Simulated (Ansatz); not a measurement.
# Tunnelling across a broken Si chain: predicting one gap

Set-up. Ansatz 0.2.0, plane waves with PAW datasets at the program's default cutoffs, Fermi-Dirac smearing of 0.05 eV, chains in boxes 7.5 Å wide or more, moments seeded when the perfect chain is relaxed. PBE, no spin-orbit coupling; one bond is opened by s Å beyond its relaxed length, the other atoms of a straight cell of 15 kept, without spin, and the conductance taken at 300 K.

| run | G (G₀) | largest error term (%) | s | ln G |
| --- | --- | --- | --- | --- |
| +1.2 Å | 0.6908 | 0 | 1.2 | −0.3699 |
| +1.8 Å | 0.1745 | 1 | 1.8 | −1.746 |
| +2.5 Å | 0.03243 | 2 | 2.5 | −3.429 |
| +4.2 Å | 0.00057 | 3 | 4.2 | −7.47 |

One run is withheld: run = +3.3 Å, with s = 3.3. Fit a straight line ln G = a + b × s to the 4 rows shown and predict it.

**Fit.** The means are 2.425 for s and −3.254 for ln G. The sum of products of deviations is −11.97 and the sum of squares in s is 5.048, so b = −11.97 / 5.048 = −2.372 and a = −3.254 − (−2.372) × 2.425 = 2.498. The residuals' standard deviation, with 2 degrees of freedom, is σ = 0.024.

**Prediction.** ln G = 2.498 + (−2.372) × 3.3 = −5.329, that is 0.00485 G₀. The run gave 0.0048 G₀ (ln G = −5.34), so the prediction less the run is +0.011. The standard error of a prediction there, σ√(1 + 1/4 + (3.3 − 2.425)²/5.048), is 0.028, and the miss is 0.38 times that, for a point between the fitted rows. With so few rows σ is itself uncertain.

**Limits.** Between neighbouring runs the slope of ln G lies between −2.40 and −2.29 per Å, so one exponential is an approximation. Error terms (up to 3 %, withheld run included) bound how much a small miss can mean. Broken ends may want a moment where none was allowed. No image potential, spin-orbit coupling or relaxation; a bent or dimerised chain may be lower in energy. Series of this kind are told only where this holds: one magnetic state in all runs, error terms under 60 %, and the runs' own leads conduct as the perfect chain does. 36 of 42 did.
